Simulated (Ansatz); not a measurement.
# Work function of V(110): what the settings cost and change

Aim: the work function of V(110) against thickness and vacuum, with the cost.

Calculated with Ansatz 0.2.0; plane-wave DFT, PBE, Ansatz PAW.

This is a report of a sequence of runs, with the program logs left out and the cost of each run kept.

## (1) The starting structure

The cell holds 1 atom: 1 V. Its edges and angles: a = 2.615 Å, b = 2.615 Å, c = 18.000 Å, α = 90.0°, β = 90.0°, γ = 70.5°. Vacuum lies along c.

Structure file:

```cif
data_structure
_symmetry_space_group_name_H-M 'P 1'
_symmetry_Int_Tables_number 1
_cell_length_a 2.6154
_cell_length_b 2.6154
_cell_length_c 18.0000
_cell_angle_alpha 90.000
_cell_angle_beta 90.000
_cell_angle_gamma 70.529
_cell_volume 116.08
loop_
_atom_site_label
_atom_site_type_symbol
_atom_site_fract_x
_atom_site_fract_y
_atom_site_fract_z
_atom_site_occupancy
V1 V 0.00000 0.00000 0.50000 1
```

## (2) Run, setting 1 layer

A work function rests on the faint tail of the density, so the SCF threshold is tight. The slab grows from one layer, at fixed mesh and 18 Å of vacuum; then the vacuum is varied on one slab.

File input.yaml:

```yaml
crystal:
  lattice:
    - [2.1354624792, -1.51, 0.0]
    - [2.1354624792, 1.51, 0.0]
    - [0.0, 0.0, 18.0]
  atoms:
    - { symbol: V, position: [0.0, 0.0, 0.5] }
kpoints:
  mp_grid: { grid: [16, 16, 1] }
hamiltonian:
  xc: pbe
scf:
  occupations: { method: fermi_dirac, width: 0.1 }
  convergence: { dr2_threshold: 1.0e-09 }
efield:
  axis: 3
  dipole_correction: true
  ramp_position: 0.97
  ramp_width: 0.06
output:
  write_potential: true
  write_density: true
  volumetric_format: npy
  elf: true
```

The run is started by

```sh
$ ansatz run input.yaml --threads 2 --pin off --max-ram 3072MiB --backend cpu --events-out ev --progress --plain --runs-dir out
```

The job ended after 17 s (2 threads of Arm Neoverse N1, shared host; peak memory 0.44 GiB).

Read from the output:

- energy at zero smearing: -2910.0030 eV
- work function, upper face: 4.701 eV

Running mean over 2.135 Å of the planar mean; the ramp of the sawtooth is left out. Table of electron's electrostatic potential energy less the Fermi level by z:

```csv
z (Å),electron's electrostatic potential energy less the Fermi level (eV)
2.88,4.70
3.17,4.70
3.60,4.70
3.89,4.70
4.18,4.70
4.46,4.70
4.90,4.69
5.18,4.68
5.47,4.67
5.90,4.60
6.19,4.51
6.48,4.33
6.91,3.71
7.20,2.77
7.49,1.07
7.78,-1.14
8.21,-4.59
8.50,-6.52
8.78,-7.64
9.22,-7.64
9.50,-6.52
9.79,-4.59
10.22,-1.14
10.51,1.07
10.80,2.77
11.09,3.71
11.52,4.33
11.81,4.51
12.10,4.60
12.53,4.67
12.82,4.68
13.10,4.69
13.54,4.70
13.82,4.70
14.11,4.70
14.40,4.70
14.83,4.70
15.12,4.70
```

Valence density in the ca plane at fractional y = 0.000, with atoms of V within 0.2 Å of it. It is the smooth field of the valence electrons, not physical close to the nuclei.

Values in units of 1e0 e/Å³, 5 rows by 16 columns, each cell a mean:
```
0.0 0.0 0.0 0.0 0.0 0.0 0.0 2.9 4.6 0.0 0.0 0.0 0.0 0.0 0.0 0.0
0.0 0.0 0.0 0.0 0.0 0.0 0.0 0.4 0.6 0.0 0.0 0.0 0.0 0.0 0.0 0.0
0.0 0.0 0.0 0.0 0.0 0.0 0.0 0.2 0.3 0.0 0.0 0.0 0.0 0.0 0.0 0.0
0.0 0.0 0.0 0.0 0.0 0.0 0.0 0.9 1.4 0.0 0.0 0.0 0.0 0.0 0.0 0.0
0.0 0.0 0.0 0.0 0.0 0.0 0.0 4.0 6.5 0.0 0.0 0.0 0.0 0.0 0.0 0.0
```
Columns run along c (18.0 Å), rows up along a (2.6 Å). Atoms in or near the plane, at fractional coordinates: V at (0.50, 0.00).

ELF in the ca plane at fractional y = 0.000, with atoms of V within 0.2 Å of it. It is the smooth field of the valence electrons, not physical close to the nuclei.

Ten even steps from '0' (0.00) to '9' (0.74), each cell a mean:
```
00000000000000000000599810000000000000000000
00000000000000000111378511110000000000000000
00000000000000001233233333320000000000000000
00000000000000001355433455421000000000000000
00000000000000001344332344421000000000000000
00000000000000001121256412210000000000000000
00000000000000000000499710000000000000000000
00000000000000000000599910000000000000000000
```
Columns run along c (18.0 Å), rows up along a (2.6 Å). Atoms in or near the plane, at fractional coordinates: V at (0.50, 0.00).

Electrostatic potential energy in the ca plane at fractional y = 0.000, with atoms of V within 0.2 Å of it. With pseudopotentials it is smooth inside the atoms' cores, unlike the true potential.

Ten even steps from '0' (-28 eV) to '9' (3 eV), each cell a mean:
```
99999999999999999986000038999999999999999999
99999999999999999997300168999999999999999999
99999999999999999998743589999999999999999999
99999999999999999999877889999999999999999999
99999999999999999999866789999999999999999999
99999999999999999998510378999999999999999999
99999999999999999987100048999999999999999999
99999999999999999986001038999999999999999999
```
Columns run along c (18.0 Å; values clipped at the 3rd and 97th percentile), rows up along a (2.6 Å). Atoms in or near the plane, at fractional coordinates: V at (0.50, 0.00).

The work function is 4.701 eV.

## (3) Run, 2 atoms

System of this step: V(110). The cell holds 2 atoms: 2 V. Its edges and angles: a = 2.615 Å, b = 2.615 Å, c = 20.135 Å, α = 90.0°, β = 90.0°, γ = 70.5°. Vacuum lies along c.

input.yaml, the sections that differ from step 2:

```yaml
crystal:
  lattice:
    - [2.1354624792, -1.51, 0.0]
    - [2.1354624792, 1.51, 0.0]
    - [0.0, 0.0, 20.1354624792]
  atoms:
    - { symbol: V, position: [0.0, 0.0, 0.4469725992] }
    - { symbol: V, position: [0.5, 0.5, 0.5530274008] }
output:
  write_potential: true
  write_density: true
  volumetric_format: npy
# kpoints, hamiltonian, scf, efield: as in step 2
```

It took 27 s on 2 threads; peak memory 0.45 GiB.

The work function is 4.716 eV, +0.015 eV from the run “1 layer”, at 1.6 times its CPU time.

## (4) Run, 3 atoms

System of this step: V(110). The cell holds 3 atoms: 3 V. Its edges and angles: a = 2.615 Å, b = 2.615 Å, c = 22.271 Å, α = 90.0°, β = 90.0°, γ = 70.5°. Vacuum lies along c.

input.yaml, the sections that differ from step 3:

```yaml
crystal:
  lattice:
    - [2.1354624792, -1.51, 0.0]
    - [2.1354624792, 1.51, 0.0]
    - [0.0, 0.0, 22.2709249584]
  atoms:
    - { symbol: V, position: [0.0, 0.0, 0.4041143337] }
    - { symbol: V, position: [0.5, 0.5, 0.5] }
    - { symbol: V, position: [0.0, 0.0, 0.5958856663] }
# kpoints, hamiltonian, scf, efield, output: as in step 3
```

It took 43 s on 2 threads; peak memory 0.51 GiB.

The work function is 4.786 eV, +0.071 eV from the run “2 layers”, at 1.6 times its CPU time.

## (5) Slab, 4 atoms

System of this step: V(110). The cell holds 4 atoms: 4 V. Cell: a = 2.615 Å, b = 2.615 Å, c = 24.406 Å, α = 90.0°, β = 90.0°, γ = 70.5°. Vacuum lies along c.

input.yaml, the sections that differ from step 4:

```yaml
crystal:
  lattice:
    - [2.1354624792, -1.51, 0.0]
    - [2.1354624792, 1.51, 0.0]
    - [0.0, 0.0, 24.4063874376]
  atoms:
    - { symbol: V, position: [0.0, 0.0, 0.368755926] }
    - { symbol: V, position: [0.5, 0.5, 0.4562519753] }
    - { symbol: V, position: [0.0, 0.0, 0.5437480247] }
    - { symbol: V, position: [0.5, 0.5, 0.631244074] }
# kpoints, hamiltonian, scf, efield, output: as in step 4
```

Wall time 64 s (2 threads); peak memory 0.61 GiB.

The work function is 4.789 eV, +0.002 eV from the run “3 layers”, at 1.5 times its CPU time.

## (6) Slab, 5 atoms

System of this step: V(110). The cell holds 5 atoms: 5 V. Cell: a = 2.615 Å, b = 2.615 Å, c = 26.542 Å, α = 90.0°, β = 90.0°, γ = 70.5°. Vacuum lies along c.

input.yaml, the sections that differ from step 5:

```yaml
crystal:
  lattice:
    - [2.1354624792, -1.51, 0.0]
    - [2.1354624792, 1.51, 0.0]
    - [0.0, 0.0, 26.5418499167]
  atoms:
    - { symbol: V, position: [0.0, 0.0, 0.3390871408] }
    - { symbol: V, position: [0.5, 0.5, 0.4195435704] }
    - { symbol: V, position: [0.0, 0.0, 0.5] }
    - { symbol: V, position: [0.5, 0.5, 0.5804564296] }
    - { symbol: V, position: [0.0, 0.0, 0.6609128592] }
# kpoints, hamiltonian, scf, efield, output: as in step 5
```

Elapsed: 88 s, on 2 threads; peak memory 0.71 GiB; 2.6 min of CPU time.

The work function is 4.772 eV, -0.017 eV from the run “4 layers”, at 1.4 times its CPU time.

## (7) Run, 6 atoms

System of this step: V(110). The cell holds 6 atoms: 6 V. Its edges and angles: a = 2.615 Å, b = 2.615 Å, c = 28.677 Å, α = 90.0°, β = 90.0°, γ = 70.5°. Vacuum lies along c.

input.yaml, the sections that differ from step 6:

```yaml
crystal:
  lattice:
    - [2.1354624792, -1.51, 0.0]
    - [2.1354624792, 1.51, 0.0]
    - [0.0, 0.0, 28.6773123959]
  atoms:
    - { symbol: V, position: [0.0, 0.0, 0.3138369411] }
    - { symbol: V, position: [0.5, 0.5, 0.3883021646] }
    - { symbol: V, position: [0.0, 0.0, 0.4627673882] }
    - { symbol: V, position: [0.5, 0.5, 0.5372326118] }
    - { symbol: V, position: [0.0, 0.0, 0.6116978354] }
    - { symbol: V, position: [0.5, 0.5, 0.6861630589] }
# kpoints, hamiltonian, scf, efield, output: as in step 6
```

It took 2 min on 2 threads; peak memory 0.83 GiB.

The work function is 4.773 eV, +0.001 eV from the run “5 layers”, at 1.4 times its CPU time.

## (8) Run, 8 atoms

System of this step: V(110). The cell holds 8 atoms: 8 V. Its edges and angles: a = 2.615 Å, b = 2.615 Å, c = 32.948 Å, α = 90.0°, β = 90.0°, γ = 70.5°. Vacuum lies along c.

input.yaml, the sections that differ from step 7:

```yaml
crystal:
  lattice:
    - [2.1354624792, -1.51, 0.0]
    - [2.1354624792, 1.51, 0.0]
    - [0.0, 0.0, 32.9482373543]
  atoms:
    - { symbol: V, position: [0.0, 0.0, 0.2731557353] }
    - { symbol: V, position: [0.5, 0.5, 0.3379683823] }
    - { symbol: V, position: [0.0, 0.0, 0.4027810294] }
    - { symbol: V, position: [0.5, 0.5, 0.4675936765] }
    - { symbol: V, position: [0.0, 0.0, 0.5324063235] }
    - { symbol: V, position: [0.5, 0.5, 0.5972189706] }
    - { symbol: V, position: [0.0, 0.0, 0.6620316177] }
    - { symbol: V, position: [0.5, 0.5, 0.7268442647] }
# kpoints, hamiltonian, scf, efield, output: as in step 7
```

Elapsed: 3 min, on 2 threads; peak memory 1.1 GiB; 5.4 min of CPU time.

The work function is 4.773 eV, +0.001 eV from the run “6 layers”, at 1.5 times its CPU time.

## (9) Slab, 10 atoms

System of this step: V(110). The cell holds 10 atoms: 10 V. Its edges and angles: a = 2.615 Å, b = 2.615 Å, c = 37.219 Å, α = 90.0°, β = 90.0°, γ = 70.5°. Vacuum lies along c.

input.yaml, the sections that differ from step 8:

```yaml
crystal:
  lattice:
    - [2.1354624792, -1.51, 0.0]
    - [2.1354624792, 1.51, 0.0]
    - [0.0, 0.0, 37.2191623127]
  atoms:
    - { symbol: V, position: [0.0, 0.0, 0.2418109232] }
    - { symbol: V, position: [0.5, 0.5, 0.2991862736] }
    - { symbol: V, position: [0.0, 0.0, 0.356561624] }
    - { symbol: V, position: [0.5, 0.5, 0.4139369744] }
    - { symbol: V, position: [0.0, 0.0, 0.4713123248] }
    - { symbol: V, position: [0.5, 0.5, 0.5286876752] }
    - { symbol: V, position: [0.0, 0.0, 0.5860630256] }
    - { symbol: V, position: [0.5, 0.5, 0.643438376] }
    - { symbol: V, position: [0.0, 0.0, 0.7008137264] }
    - { symbol: V, position: [0.5, 0.5, 0.7581890768] }
# kpoints, hamiltonian, scf, efield, output: as in step 8
```

Run time: 4.6 min. Hardware: 2 threads; peak memory 1.5 GiB; 8.5 min of CPU time.

The work function is 4.774 eV, +0.001 eV from the run “8 layers”, at 1.6 times its CPU time.

## (10) Run, 13 atoms

System of this step: V(110). The cell holds 13 atoms: 13 V. Cell: a = 2.615 Å, b = 2.615 Å, c = 43.626 Å, α = 90.0°, β = 90.0°, γ = 70.5°. Vacuum lies along c.

input.yaml, the sections that differ from step 9:

```yaml
crystal:
  lattice:
    - [2.1354624792, -1.51, 0.0]
    - [2.1354624792, 1.51, 0.0]
    - [0.0, 0.0, 43.6255497502]
  atoms:
    - { symbol: V, position: [0.0, 0.0, 0.2063011252] }
    - { symbol: V, position: [0.5, 0.5, 0.2552509376] }
    - { symbol: V, position: [0.0, 0.0, 0.3042007501] }
    - { symbol: V, position: [0.5, 0.5, 0.3531505626] }
    - { symbol: V, position: [0.0, 0.0, 0.4021003751] }
    - { symbol: V, position: [0.5, 0.5, 0.4510501875] }
    - { symbol: V, position: [0.0, 0.0, 0.5] }
    - { symbol: V, position: [0.5, 0.5, 0.5489498125] }
    - { symbol: V, position: [0.0, 0.0, 0.5978996249] }
    - { symbol: V, position: [0.5, 0.5, 0.6468494374] }
    - { symbol: V, position: [0.0, 0.0, 0.6957992499] }
    - { symbol: V, position: [0.5, 0.5, 0.7447490624] }
    - { symbol: V, position: [0.0, 0.0, 0.7936988748] }
# kpoints, hamiltonian, scf, efield, output: as in step 9
```

Elapsed: 8.1 min, on 2 threads; peak memory 2.1 GiB; 15 min of CPU time.

The work function is 4.774 eV, -0.000 eV from the run “10 layers”, at 1.8 times its CPU time.

## (11) Slab, 7 atoms

System of this step: V(110). The cell holds 7 atoms: 7 V. Its edges and angles: a = 2.615 Å, b = 2.615 Å, c = 22.813 Å, α = 90.0°, β = 90.0°, γ = 70.5°. Vacuum lies along c.

input.yaml, the sections that differ from step 10:

```yaml
crystal:
  lattice:
    - [2.1354624792, -1.51, 0.0]
    - [2.1354624792, 1.51, 0.0]
    - [0.0, 0.0, 22.8127748751]
  atoms:
    - { symbol: V, position: [0.0, 0.0, 0.2191754413] }
    - { symbol: V, position: [0.5, 0.5, 0.3127836275] }
    - { symbol: V, position: [0.0, 0.0, 0.4063918138] }
    - { symbol: V, position: [0.5, 0.5, 0.5] }
    - { symbol: V, position: [0.0, 0.0, 0.5936081862] }
    - { symbol: V, position: [0.5, 0.5, 0.6872163725] }
    - { symbol: V, position: [0.0, 0.0, 0.7808245587] }
# kpoints, hamiltonian, scf, efield, output: as in step 10
```

The job ended after 1.9 min (2 threads; peak memory 0.79 GiB; 3.6 min of CPU time).

The work function is 4.759 eV. The program marks this work function as in doubt.

## (12) Slab, 7 atoms (run 2)

The cell differs from the one that the last finished run ended in (c 22.813 → 26.813 Å).

input.yaml, the sections that differ from step 11:

```yaml
crystal:
  lattice:
    - [2.1354624792, -1.51, 0.0]
    - [2.1354624792, 1.51, 0.0]
    - [0.0, 0.0, 26.8127748751]
  atoms:
    - { symbol: V, position: [0.0, 0.0, 0.2610695847] }
    - { symbol: V, position: [0.5, 0.5, 0.3407130564] }
    - { symbol: V, position: [0.0, 0.0, 0.4203565282] }
    - { symbol: V, position: [0.5, 0.5, 0.5] }
    - { symbol: V, position: [0.0, 0.0, 0.5796434718] }
    - { symbol: V, position: [0.5, 0.5, 0.6592869436] }
    - { symbol: V, position: [0.0, 0.0, 0.7389304153] }
# kpoints, hamiltonian, scf, efield, output: as in step 11
```

Elapsed: 2.1 min, on 2 threads; peak memory 0.88 GiB.

The work function is 4.775 eV, +0.015 eV from the run “7 layers, 10 Å of vacuum”, at 1.1 times its CPU time.

## (13) Slab, 7 atoms (run 3)

The cell differs from the one that the last finished run ended in (c 26.813 → 38.813 Å).

input.yaml, the sections that differ from step 12:

```yaml
crystal:
  lattice:
    - [2.1354624792, -1.51, 0.0]
    - [2.1354624792, 1.51, 0.0]
    - [0.0, 0.0, 38.8127748751]
  atoms:
    - { symbol: V, position: [0.0, 0.0, 0.3349412672] }
    - { symbol: V, position: [0.5, 0.5, 0.3899608448] }
    - { symbol: V, position: [0.0, 0.0, 0.4449804224] }
    - { symbol: V, position: [0.5, 0.5, 0.5] }
    - { symbol: V, position: [0.0, 0.0, 0.5550195776] }
    - { symbol: V, position: [0.5, 0.5, 0.6100391552] }
    - { symbol: V, position: [0.0, 0.0, 0.6650587328] }
# kpoints, hamiltonian, scf, efield, output: as in step 12
```

The job ended after 2.7 min (2 threads; peak memory 1.2 GiB).

The work function is 4.775 eV, +0.000 eV from the run “7 layers, 14 Å of vacuum”, at 1.3 times its CPU time.

## (14) Side by side

Times are for 2 threads of Arm Neoverse N1, shared host. The runs compared:

```csv
no.,setting,"work function, upper face (eV)",time,memory (GiB)
1,1 layer,4.701,17 s,0.44
2,2 layers,4.716,27 s,0.45
3,3 layers,4.786,43 s,0.51
4,4 layers,4.789,64 s,0.61
5,5 layers,4.772,88 s,0.71
6,6 layers,4.773,2 min,0.83
7,8 layers,4.773,3 min,1.1
8,10 layers,4.774,4.6 min,1.5
9,13 layers,4.774,8.1 min,2.1
10,"7 layers, 10 Å of vacuum",4.759,1.9 min,0.79
11,"7 layers, 14 Å of vacuum",4.775,2.1 min,0.88
12,"7 layers, 26 Å of vacuum",4.775,2.7 min,1.2
```

## (15) A changed input

System of this step: V(110) monolayer. The cell holds 1 atom: 1 V. Cell: a = 2.615 Å, b = 2.615 Å, c = 18.000 Å, α = 90.0°, β = 90.0°, γ = 70.5°. Vacuum lies along c.

An input spoilt on purpose, to show how the run answers: it repeats the earlier run “1 layer” with efield.axis from 3 to 0, and scf.max_iter set to 80; its output block differs too.

input.yaml, the sections that differ from step 13:

```yaml
crystal:
  lattice:
    - [2.1354624792, -1.51, 0.0]
    - [2.1354624792, 1.51, 0.0]
    - [0.0, 0.0, 18.0]
  atoms:
    - { symbol: V, position: [0.0, 0.0, 0.5] }
scf:
  occupations: { method: fermi_dirac, width: 0.1 }
  convergence: { dr2_threshold: 1.0e-09 }
  max_iter: 80
efield:
  axis: 0
  dipole_correction: true
  ramp_position: 0.97
  ramp_width: 0.06
# kpoints, hamiltonian, output: as in step 13
```

Run time: 0.02 s. Hardware: 2 threads; peak memory 0.06 GiB; 0.02 s of CPU time.

The input was rejected at the start.

The program's message: “Error: invalid value for `efield.axis`: must be in [1, 3]; got 0”

The fault put into the input: an axis of 0, outside the range 1 to 3.

## (16) What came out

| Quantity | Value |
| --- | --- |
| work function, 1 layer | 4.701 eV |
| work function, 4 layers | 4.789 eV |
| work function, 6 layers | 4.773 eV |
| work function, 13 layers | 4.774 eV |

What this shows: The thickest slab gives 4.77 eV, and the settings tried spread the value from 4.70 to 4.79 eV. At 18 Å of vacuum, the slabs from 3 layers on stay within 0.02 eV of the thickest. Going from 10 to 26 Å of vacuum moves it by 0.016 eV. The program marks the value as in doubt in “7 layers, 10 Å of vacuum”. The ladder's slabs use the tabulated experimental lattice constant (two decimals; a low-temperature value for the alkali metals). The main runs have no spin polarisation; a magnetic state could lie lower and would change these results. In 1 run of the series (7 layers, 10 Å of vacuum) the program warns that electrons reach the sawtooth's ramp, which makes dipole and work function less sure.

[Long decimals in the printed logs are rounded to 6 places.]

[Logs are printed without paths, hosts, clocks, repeated set-up lines and the standing remarks that a program may print on its own settings, such as how far it seeks lower states.]

[Hosts, paths, dates, database ids (printed as entryN), source tags and the programs' standing remarks are cut or masked in the printed files.]

[Maps of the electrostatic potential energy from Ansatz leave out the sawtooth potential of an applied field or a dipole correction, so their vacuum need not be flat; planar profiles and work functions include it.]
